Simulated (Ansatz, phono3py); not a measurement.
# Al2O3 (Corundum, R-3c): solver, mesh and scattering choices in phono3py, part 2 of 5

Aim: with force constants in hand, see how mesh, solver, isotopes and boundaries change the conductivity of Al2O3 (Corundum).

Measurements to reproduce:
- thermal conductivity 30 W/m/K near room temperature (given in “Combining the AFLOW GIBBS and Elastic Libraries to efficiently and robustly screen thermo-mechanical properties of solids”, 2017, arXiv:1611.05714)

Ansatz 0.2.0 and phono3py 4.10.0; DFT LDA, scalar-relativistic, plane waves, PAW; PAW set soft_1 (the session's first sound run).

So far, κ at 300 K (W/m/K): step 3 (relaxation-time solution) 38.3; step 5 (isotopes none) 38.4.

## Step 6: Another q-mesh, third order supercell 2×2×2, supercell 2×2×2

Level of this step: DFT LDA, scalar-relativistic, plane waves, PAW; PAW set soft_1; phono3py on Ansatz's force constants (phono3py).

The q-mesh of the transport sums changes, with the same scattering terms.

Input file phono3py.yaml:

```yaml
phono3py:
  version: "4.10.0"
  frequency_unit_conversion_factor: 15.633302
  symmetry_tolerance: 1.00000e-05

physical_unit:
  atomic_mass: "AMU"
  length: "angstrom"

space_group:
  type: "R-3c"
  number: 167
  Hall_symbol: "-R 3 2\"c"

primitive_matrix:
- [  1.000000000000000,  0.000000000000000,  0.000000000000000 ]
- [  0.000000000000000,  1.000000000000000,  0.000000000000000 ]
- [  0.000000000000000,  0.000000000000000,  1.000000000000000 ]

supercell_matrix:
- [   2,   0,   0 ]
- [   0,   2,   0 ]
- [   0,   0,   2 ]

# [primitive_cell block left out]
unit_cell:
  lattice:
  - [     2.364341356932580,     1.365053118881190,     4.296695850500000 ] # a
  - [    -2.364341356932580,     1.365053118881190,     4.296695850500000 ] # b
  - [     0.000000000000000,    -2.730106237762380,     4.296695850500000 ] # c
  points:
  - symbol: Al # 1
    coordinates: [  0.351980285900000,  0.351980285900000,  0.351980285900000 ]
    mass: 26.981538
    reduced_to: 1
  - symbol: Al # 2
    coordinates: [  0.148019714100000,  0.148019714100000,  0.148019714100000 ]
    mass: 26.981538
    reduced_to: 2
  - symbol: Al # 3
    coordinates: [  0.648019714100000,  0.648019714100000,  0.648019714100000 ]
    mass: 26.981538
    reduced_to: 3
  - symbol: Al # 4
    coordinates: [  0.851980285900000,  0.851980285900000,  0.851980285900000 ]
    mass: 26.981538
    reduced_to: 4
  - symbol: O # 5
    coordinates: [  0.555830463500000,  0.944169536500000,  0.250000000000000 ]
    mass: 15.999000
    reduced_to: 5
  - symbol: O # 6
    coordinates: [  0.250000000000000,  0.555830463500000,  0.944169536500000 ]
    mass: 15.999000
    reduced_to: 6
  - symbol: O # 7
    coordinates: [  0.944169536500000,  0.250000000000000,  0.555830463500000 ]
    mass: 15.999000
    reduced_to: 7
  - symbol: O # 8
    coordinates: [  0.444169536500000,  0.055830463500000,  0.750000000000000 ]
    mass: 15.999000
    reduced_to: 8
  - symbol: O # 9
    coordinates: [  0.750000000000000,  0.444169536500000,  0.055830463500000 ]
    mass: 15.999000
    reduced_to: 9
  - symbol: O # 10
    coordinates: [  0.055830463500000,  0.750000000000000,  0.444169536500000 ]
    mass: 15.999000
    reduced_to: 10

# [supercell block left out]
phonon_supercell_matrix:
- [   2,   0,   0 ]
- [   0,   2,   0 ]
- [   0,   0,   2 ]

# [phonon_primitive_cell block left out]
# [phonon_supercell block left out]
nac:
  born_effective_charge:
  - # 1 (Al)
    - [  2.963474405521225, -0.027310643508614,  0.000000000000000 ]
    - [  0.027310643508614,  2.963474405521223,  0.000000000000000 ]
    - [  0.000000000000000,  0.000000000000000,  2.931026863845152 ]
  - # 2 (Al)
    - [  2.963474405521225,  0.027310643508614,  0.000000000000000 ]
    - [ -0.027310643508614,  2.963474405521223,  0.000000000000000 ]
    - [  0.000000000000000,  0.000000000000000,  2.931026863845152 ]
  - # 3 (Al)
    - [  2.963474405521224, -0.027310643508614,  0.000000000000000 ]
    - [  0.027310643508614,  2.963474405521222,  0.000000000000000 ]
    - [  0.000000000000000,  0.000000000000000,  2.931026863845152 ]
  - # 4 (Al)
    - [  2.963474405521224,  0.027310643508614,  0.000000000000000 ]
    - [ -0.027310643508614,  2.963474405521223,  0.000000000000000 ]
    - [  0.000000000000000,  0.000000000000000,  2.931026863845152 ]
  - # 5 (O)
    - [ -2.075813574684076,  0.000000000000000,  0.000000000000000 ]
    - [  0.000000000000000, -1.875485632677554,  0.260479036326533 ]
    - [  0.000000000000000,  0.351644526849316, -1.954017909230102 ]
  - # 6 (O)
    - [ -1.925567618179186,  0.086744543432751, -0.225581462612068 ]
    - [  0.086744543432751, -2.025731589182445, -0.130239518163267 ]
    - [ -0.304533093353267, -0.175822263424658, -1.954017909230101 ]
  - # 7 (O)
    - [ -1.925567618179186, -0.086744543432751,  0.225581462612068 ]
    - [ -0.086744543432751, -2.025731589182445, -0.130239518163267 ]
    - [  0.304533093353267, -0.175822263424658, -1.954017909230101 ]
  - # 8 (O)
    - [ -2.075813574684076,  0.000000000000000,  0.000000000000000 ]
    - [  0.000000000000000, -1.875485632677554,  0.260479036326533 ]
    - [  0.000000000000000,  0.351644526849316, -1.954017909230102 ]
  - # 9 (O)
    - [ -1.925567618179187,  0.086744543432751, -0.225581462612068 ]
    - [  0.086744543432751, -2.025731589182445, -0.130239518163267 ]
    - [ -0.304533093353267, -0.175822263424658, -1.954017909230101 ]
  - # 10 (O)
    - [ -1.925567618179186, -0.086744543432751,  0.225581462612068 ]
    - [ -0.086744543432751, -2.025731589182445, -0.130239518163267 ]
    - [  0.304533093353267, -0.175822263424658, -1.954017909230101 ]
  dielectric_constant:
    - [  3.246062244621815,  0.000000000000000,  0.000000000000000 ]
    - [  0.000000000000000,  3.246062244621811,  0.000000000000000 ]
    - [  0.000000000000000,  0.000000000000000,  3.206155143223621 ]
  unit_conversion_factor: 14.399645
```

Launch:

```sh
> phono3py phono3py.yaml --mesh 3 3 3 --br --isotope --ts 100 300 600
```

The program printed:

```text
[banner, memory and clock lines left out]
Rust backend (phonors) using rayon (8 threads).
Running in phono3py.load mode.
Spglib version 2.8.0
----------------------------- General settings -----------------------------
Run mode: conductivity-RTA
HDF5 data compression filter: gzip
Crystal structure was read from "phono3py.yaml".
Supercell (dim): [2 2 2]
Phonon supercell (dim-fc2): [2 2 2]
Primitive matrix:
  [1. 0. 0.]
  [0. 1. 0.]
  [0. 0. 1.]
Spacegroup: R-3c (167)
Use -v option to watch primitive cell, unit cell, and supercell structures.
NAC parameters were read from "phono3py.yaml".
fc3 was read from "fc3.hdf5".
fc2 was read from "fc2.hdf5".
----------------------------- Force constants ------------------------------
Max drift of fc3: 0.00000300 (xyy) 0.00000300 (xyy) 0.00000300 (xyy)
Max drift of fc2: 0.00001000 (xx) 0.00001000 (xx)
--------------------------- Calculation settings ---------------------------
Non-analytical term correction (NAC): True
NAC unit conversion factor:  14.39964
BZ integration: Tetrahedron-method
Temperature:  100.0  300.0  600.0
Cutoff frequency: 0.01
Mesh sampling: [ 3 3 3 ]
Generating grid system ... [ 3 3 3 ]
fc3-r2q-transformation over three atoms: True
--------------------------- Phonon calculations ----------------------------
  PRB 50, 13035(R) (1994), PRB 55, 10355 (1997)
  G-cutoff distance: 0.95, Number of G-points: 297, Lambda: 0.18
Running harmonic phonon calculations...
-------------------- Lattice thermal conductivity (RTA) --------------------
Running heat capacity calculations...
Running velocity calculations...
Running isotope scattering calculations with tetrahedron method...
======================= Grid point 0 (1/6) =======================
q-point: ( 0.00  0.00  0.00)
Boundary mean free path (millimeter): 1000.000
Mass variance parameters: 0.00e+00 0.00e+00 0.00e+00 0.00e+00 3.36e-05 3.36e-05 3.36e-05 3.36e-05 3.36e-05 3.36e-05
Number of triplets: 6
Frequency     group velocity (x, y, z)     |gv|
   0.006   (   0.000    0.000    0.000)    0.000
   0.007   (   0.000    0.000    0.000)    0.000
   0.008   (   0.000    0.000    0.000)    0.000
   9.303   (   0.000    0.000    0.000)    0.000
  11.189   (   0.000    0.000    0.000)    0.000
  11.189   (   0.000    0.000    0.000)    0.000
  11.657   (   0.000    0.000    0.000)    0.000
  11.657   (   0.000    0.000    0.000)    0.000
  11.870   (   0.000    0.000    0.000)    0.000
  12.548   (   0.000    0.000    0.000)    0.000
  13.030   (   0.000    0.000    0.000)    0.000
  13.030   (   0.000    0.000    0.000)    0.000
  13.139   (   0.000    0.000    0.000)    0.000
  13.139   (   0.000    0.000    0.000)    0.000
  13.350   (   0.000    0.000    0.000)    0.000
  13.350   (   0.000    0.000    0.000)    0.000
[...]
======================= Grid point 1 (2/6) =======================
q-point: ( 0.33  0.00  0.00)
Boundary mean free path (millimeter): 1000.000
Mass variance parameters: 0.00e+00 0.00e+00 0.00e+00 0.00e+00 3.36e-05 3.36e-05 3.36e-05 3.36e-05 3.36e-05 3.36e-05
Number of triplets: 10
Frequency     group velocity (x, y, z)     |gv|
[...]
[18 lines left out]
[...]
[3 grid points left out]
======================= Grid point 14 (6/6) =======================
q-point: ( 0.67  0.33  0.33)
Boundary mean free path (millimeter): 1000.000
Mass variance parameters: 0.00e+00 0.00e+00 0.00e+00 0.00e+00 3.36e-05 3.36e-05 3.36e-05 3.36e-05 3.36e-05 3.36e-05
Number of triplets: 10
Frequency     group velocity (x, y, z)     |gv|
[...]
18.734   ( -16.438   -9.491  -13.963)   23.564
  19.000   ( -12.074   -6.971   11.359)   17.983
  20.157   (   4.889    2.823   17.389)   18.282
  20.763   (  -2.747   -1.586   11.652)   12.076
  21.856   (   7.295    4.212  -10.959)   13.822
  22.444   (  19.610   11.322   -6.014)   23.429
  24.073   (  -2.929   -1.691    9.188)    9.791
  24.355   ( -14.924   -8.617  -20.658)   26.902
=================== End of collection of collisions ===================
----------- Thermal conductivity (W/m-k) with tetrahedron method -----------
#  T(K)        xx         yy         zz         yz         xz         xy
  100.0     144.188    144.188    207.809     -0.000      0.000      0.000
  300.0      21.937     21.937     32.621     -0.000      0.000      0.000
  600.0      10.037     10.037     15.018     -0.000      0.000      0.000

Thermal conductivity related properties were written into
"kappa-m333.hdf5".
Summary of calculation was written in "phono3py.yaml".
```

Wall time 1.7 s (8 threads of Intel Xeon at 2.70GHz, shared host); peak memory 0.12 GiB.

This step gave:

```yaml
kappa_at_300_k: 25.5 W/m/K
kappa_xx_yy_zz_at_300_k: 21.94, 21.94, 32.62 W/m/K
```

W/m/K. Kappa, by row:

| T (K) | xx | yy | zz | yz | xz | xy |
| --- | --- | --- | --- | --- | --- | --- |
| 100 | 144.2 | 144.2 | 207.8 | 0 | 0 | 0 |
| 300 | 21.94 | 21.94 | 32.62 | 0 | 0 | 0 |
| 600 | 10.04 | 10.04 | 15.02 | 0 | 0 | 0 |

This mesh is too coarse for the transport sums: κ at 300 K comes out at 25.5 against 38.3 W/(m K) in the base run.

## Step 7: Another q-mesh, third order supercell 2×2×2, supercell 2×2×2 (run 2)

The q-mesh of the transport sums changes, with the same scattering terms.

phono3py.yaml is that of step 6.

Launch:

```sh
> phono3py phono3py.yaml --mesh 5 5 5 --br --isotope --ts 100 300 600
```

The program printed:

```text
[banner, memory and clock lines left out]
Rust backend (phonors) using rayon (8 threads).
Running in phono3py.load mode.
Spglib version 2.8.0
----------------------------- General settings -----------------------------
Run mode: conductivity-RTA
HDF5 data compression filter: gzip
Crystal structure was read from "phono3py.yaml".
Supercell (dim): [2 2 2]
Phonon supercell (dim-fc2): [2 2 2]
Primitive matrix:
  [1. 0. 0.]
  [0. 1. 0.]
  [0. 0. 1.]
Spacegroup: R-3c (167)
Use -v option to watch primitive cell, unit cell, and supercell structures.
[...]
24.492   ( -10.775   -6.221   18.946)   22.666
  24.769   ( -12.046   -6.955  -19.491)   23.945
=================== End of collection of collisions ===================
----------- Thermal conductivity (W/m-k) with tetrahedron method -----------
#  T(K)        xx         yy         zz         yz         xz         xy
  100.0     251.206    251.206    304.122     -0.000      0.000      0.000
  300.0      30.490     30.490     36.591     -0.000      0.000      0.000
  600.0      13.704     13.704     16.359     -0.000      0.000      0.000

Thermal conductivity related properties were written into
"kappa-m555.hdf5".
Summary of calculation was written in "phono3py.yaml".
```

The job ended after 3.3 s (8 threads; peak memory 0.12 GiB; 14 s of CPU time).

This mesh is too coarse for the transport sums: κ at 300 K comes out at 32.5 against 38.3 W/(m K) in the base run.

## Step 8: Another q-mesh, third order supercell 2×2×2, supercell 2×2×2 (run 3)

The q-mesh of the transport sums changes, with the same scattering terms.

phono3py.yaml is that of step 7.

Launch:

```sh
> phono3py phono3py.yaml --mesh 9 9 9 --br --isotope --ts 100 300 600
```

The program printed:

```text
[banner, memory and clock lines left out]
Rust backend (phonors) using rayon (8 threads).
Running in phono3py.load mode.
Spglib version 2.8.0
----------------------------- General settings -----------------------------
Run mode: conductivity-RTA
HDF5 data compression filter: gzip
Crystal structure was read from "phono3py.yaml".
Supercell (dim): [2 2 2]
Phonon supercell (dim-fc2): [2 2 2]
Primitive matrix:
  [1. 0. 0.]
  [0. 1. 0.]
  [0. 0. 1.]
Spacegroup: R-3c (167)
Use -v option to watch primitive cell, unit cell, and supercell structures.
[...]
24.794   (  -7.452   -4.302   19.576)   21.384
  24.956   (  -7.721   -4.458  -18.792)   20.800
=================== End of collection of collisions ===================
----------- Thermal conductivity (W/m-k) with tetrahedron method -----------
#  T(K)        xx         yy         zz         yz         xz         xy
  100.0     343.703    343.703    445.947     -0.000      0.000      0.000
  300.0      34.550     34.550     41.987     -0.000      0.000      0.000
  600.0      15.238     15.238     18.060     -0.000      0.000      0.000

Thermal conductivity related properties were written into
"kappa-m999.hdf5".
Summary of calculation was written in "phono3py.yaml".
```

Run time: 41 s. Hardware: 8 threads; peak memory 0.13 GiB.

W/m/K. Kappa, by row:

```csv
T (K),xx,yy,zz,yz,xz,xy
100,343.7,343.7,445.9,0,0,0
300,34.55,34.55,41.99,0,0,0
600,15.24,15.24,18.06,0,0,0
```

κ at 300 K goes from 38.3 in the base run to 37.0 W/(m K).

## Step 9: Another q-mesh, third order supercell 2×2×2, supercell 2×2×2 (run 4)

The q-mesh of the transport sums changes, with the same scattering terms.

phono3py.yaml is that of step 8.

Launch:

```sh
> phono3py phono3py.yaml --mesh 11 11 11 --br --isotope --ts 100 300 600
```

The program printed:

```text
[banner, memory and clock lines left out]
Rust backend (phonors) using rayon (8 threads).
Running in phono3py.load mode.
Spglib version 2.8.0
----------------------------- General settings -----------------------------
Run mode: conductivity-RTA
HDF5 data compression filter: gzip
Crystal structure was read from "phono3py.yaml".
Supercell (dim): [2 2 2]
Phonon supercell (dim-fc2): [2 2 2]
Primitive matrix:
  [1. 0. 0.]
  [0. 1. 0.]
  [0. 0. 1.]
Spacegroup: R-3c (167)
Use -v option to watch primitive cell, unit cell, and supercell structures.
[...]
24.849   (  -6.284   -3.628   19.504)   20.810
  24.981   (  -6.458   -3.729  -18.736)   20.166
=================== End of collection of collisions ===================
----------- Thermal conductivity (W/m-k) with tetrahedron method -----------
#  T(K)        xx         yy         zz         yz         xz         xy
  100.0     363.747    363.747    474.991     -0.000      0.000      0.000
  300.0      35.241     35.241     42.548     -0.000      0.000      0.000
  600.0      15.464     15.464     18.164     -0.000      0.000      0.000

Thermal conductivity related properties were written into
"kappa-m111111.hdf5".
Summary of calculation was written in "phono3py.yaml".
```

The job ended after 2.1 min (8 threads; peak memory 0.15 GiB).

κ at 300 K goes from 38.3 in the base run to 37.7 W/(m K).

## Step 10: Mesh convergence

This step: DFT LDA, scalar-relativistic, plane waves, PAW; PAW set soft_1 (phono3py 4.10.0).

Series, by row:

```
mesh points along each axis  kappa at 100 K (W/m/K)  kappa at 300 K (W/m/K)  kappa at 600 K (W/m/K)  seconds
                          3                   165.4                    25.5                    11.7     1.69
                          5                   268.8                   32.52                   14.59     3.33
                          9                   377.8                   37.03                   16.18    40.98
                         11                   400.8                   37.68                   16.36    124.4
```

## Step 11: Boundary scattering, third order supercell 2×2×2, supercell 2×2×2

A boundary term v/L is added to each rate, a simple model of grains or a thin sample.

This step: DFT LDA, scalar-relativistic, plane waves, PAW; PAW set soft_1; phono3py on Ansatz's force constants (phono3py 4.10.0).

phono3py.yaml is that of step 9.

Launch:

```sh
> phono3py phono3py.yaml --mesh 13 13 13 --br --isotope --boundary-mfp 0.1 --ts 100 150 200 300 400 500 600 800
```

The program printed:

```text
[banner, memory and clock lines left out]
Rust backend (phonors) using rayon (8 threads).
Running in phono3py.load mode.
Spglib version 2.8.0
----------------------------- General settings -----------------------------
Run mode: conductivity-RTA
HDF5 data compression filter: gzip
Crystal structure was read from "phono3py.yaml".
Supercell (dim): [2 2 2]
Phonon supercell (dim-fc2): [2 2 2]
Primitive matrix:
  [1. 0. 0.]
  [0. 1. 0.]
  [0. 0. 1.]
Spacegroup: R-3c (167)
Use -v option to watch primitive cell, unit cell, and supercell structures.
NAC parameters were read from "phono3py.yaml".
fc3 was read from "fc3.hdf5".
fc2 was read from "fc2.hdf5".
----------------------------- Force constants ------------------------------
Max drift of fc3: 0.00000300 (xyy) 0.00000300 (xyy) 0.00000300 (xyy)
Max drift of fc2: 0.00001000 (xx) 0.00001000 (xx)
--------------------------- Calculation settings ---------------------------
Non-analytical term correction (NAC): True
NAC unit conversion factor:  14.39964
BZ integration: Tetrahedron-method
Temperature:  100.0  150.0  200.0  300.0  400.0 ... 800.0
Cutoff frequency: 0.01
Mesh sampling: [ 13 13 13 ]
Generating grid system ... [ 13 13 13 ]
fc3-r2q-transformation over three atoms: True
--------------------------- Phonon calculations ----------------------------
  PRB 50, 13035(R) (1994), PRB 55, 10355 (1997)
  G-cutoff distance: 0.95, Number of G-points: 297, Lambda: 0.18
Running harmonic phonon calculations...
-------------------- Lattice thermal conductivity (RTA) --------------------
Running heat capacity calculations...
Running velocity calculations...
Running isotope scattering calculations with tetrahedron method...
======================= Grid point 0 (1/231) =======================
q-point: ( 0.00  0.00  0.00)
Boundary mean free path (micrometer): 0.10000
Mass variance parameters: 0.00e+00 0.00e+00 0.00e+00 0.00e+00 3.36e-05 3.36e-05 3.36e-05 3.36e-05 3.36e-05 3.36e-05
Number of triplets: 231
Frequency     group velocity (x, y, z)     |gv|
   0.006   (   0.000    0.000    0.000)    0.000
   0.007   (   0.000    0.000    0.000)    0.000
   0.008   (   0.000    0.000    0.000)    0.000
   9.303   (   0.000    0.000    0.000)    0.000
  11.189   (   0.000    0.000    0.000)    0.000
  11.189   (   0.000    0.000    0.000)    0.000
  11.657   (   0.000    0.000    0.000)    0.000
  11.657   (   0.000    0.000    0.000)    0.000
  11.870   (   0.000    0.000    0.000)    0.000
  12.548   (   0.000    0.000    0.000)    0.000
  13.030   (   0.000    0.000    0.000)    0.000
  13.030   (   0.000    0.000    0.000)    0.000
  13.139   (   0.000    0.000    0.000)    0.000
  13.139   (   0.000    0.000    0.000)    0.000
  13.350   (   0.000    0.000    0.000)    0.000
  13.350   (   0.000    0.000    0.000)    0.000
[...]
======================= Grid point 1 (2/231) =======================
q-point: ( 0.08  0.00  0.00)
Boundary mean free path (micrometer): 0.10000
Mass variance parameters: 0.00e+00 0.00e+00 0.00e+00 0.00e+00 3.36e-05 3.36e-05 3.36e-05 3.36e-05 3.36e-05 3.36e-05
Number of triplets: 595
Frequency     group velocity (x, y, z)     |gv|
[...]
[23 lines left out]
q-point: ( 0.54  0.46  0.46)
Boundary mean free path (micrometer): 0.10000
Mass variance parameters: 0.00e+00 0.00e+00 0.00e+00 0.00e+00 3.36e-05 3.36e-05 3.36e-05 3.36e-05 3.36e-05 3.36e-05
Number of triplets: 595
Frequency     group velocity (x, y, z)     |gv|
[...]
19.817   (  -5.984   -3.455    6.339)    9.377
  19.825   (  -8.895   -5.135   -6.846)   12.343
  20.699   (  -8.043   -4.644   20.850)   22.825
  20.961   (   4.835    2.791  -19.668)   20.445
  20.962   (   4.010    2.315   18.850)   19.410
  21.116   (   7.736    4.466  -18.385)   20.440
  24.882   (  -5.411   -3.124   19.433)   20.412
  24.995   (  -5.534   -3.195  -18.722)   19.782
=================== End of collection of collisions ===================
----------- Thermal conductivity (W/m-k) with tetrahedron method -----------
#  T(K)        xx         yy         zz         yz         xz         xy
  100.0      34.171     34.171     37.509     -0.000      0.000      0.000
  150.0      36.445     36.445     39.644     -0.000      0.000      0.000
  200.0      31.539     31.539     34.127     -0.000      0.000      0.000
  300.0      23.216     23.216     25.009     -0.000      0.000      0.000
  400.0      18.200     18.200     19.606     -0.000      0.000      0.000
  500.0      14.976     14.976     16.161     -0.000      0.000      0.000
  600.0      12.738     12.738     13.777     -0.000      0.000      0.000
  800.0       9.831      9.831     10.682     -0.000      0.000      0.000

Thermal conductivity related properties were written into
"kappa-m131313.hdf5".
Summary of calculation was written in "phono3py.yaml".
```

It took 4.8 min on 8 threads; peak memory 0.18 GiB.

This step gave:

```
κ at 300 K            : 23.81 W/m/K
κ xx, yy, zz at 300 K : 23.22, 23.22, 25.01 W/m/K
```

W/m/K. Kappa, by row:

```csv
T (K),xx,yy,zz,yz,xz,xy
100,34.17,34.17,37.51,0,0,0
150,36.45,36.45,39.64,0,0,0
200,31.54,31.54,34.13,0,0,0
300,23.22,23.22,25.01,0,0,0
400,18.2,18.2,19.61,0,0,0
500,14.98,14.98,16.16,0,0,0
600,12.74,12.74,13.78,0,0,0
800,9.831,9.831,10.68,0,0,0
```

κ at 300 K goes from 38.3 in the base run to 23.8 W/(m K).

[end of part 2 of 5]

[Logs are printed without paths, hosts, clocks, repeated set-up lines and the standing remarks that a program may print on its own settings, such as how far it seeks lower states.]

[Hosts, paths, dates, database ids (printed as entryN), source tags and the programs' standing remarks are cut or masked in the printed files.]

[A step with changed settings may run another functional than the one named; its input shows which.]
